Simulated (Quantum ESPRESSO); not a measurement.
# Energy and gap at +3 % biaxial strain: tetragonal ZnSe, 1 layer

**Set-up.** Quantum ESPRESSO 7.5 driven by ASE, PBE, GBRV ultrasoft, ESM (bc1); atomic heights clamped; cell area 16.732 Å² at zero strain.

```
strain (%)  energy (meV a cell)  gap on the mesh (eV)
        −3                82.40                 2.415
      −1.5                21.78                 2.284
         0                 0.00                 2.156
      +1.5                12.80                 2.031
```

**Question.** What are energy and gap at +3 %, and how stiff is the sheet?

**Worked estimate.** About zero, E'' = (21.78 + 12.80 − 2 × 0.00)/1.5² = 15.37 meV per %² and E' = (12.80 − 21.78)/3 = −2.99 meV per %. With E = A K ε², where K = (C11 + C22)/2 + C12 (C11 + C12 for a hexagonal sheet), K = 15.37 × 10/(2 × 16.732) × 16.02 = 74 N/m. The parabola gives E(+3 %) = 0.00 + 3 × (−2.99) + 4.5 × 15.37 = 60.2 meV. Continuing the last slope, the gap is 2 × 2.031 − 2.156 = 1.906 eV.

What the calculation gave: E = 56.4 meV and the gap 1.910 eV. The parabola misses by +3.8 meV, too high, since bonds soften under tension. The gap's line misses by −0.004 eV.

**Limits.** Clamped heights stiffen sheets with several planes. Semilocal gap, no spin-orbit coupling.

[Logs are printed without paths, hosts, clocks, repeated set-up lines and the standing remarks that a program may print on its own settings, such as how far it seeks lower states.]
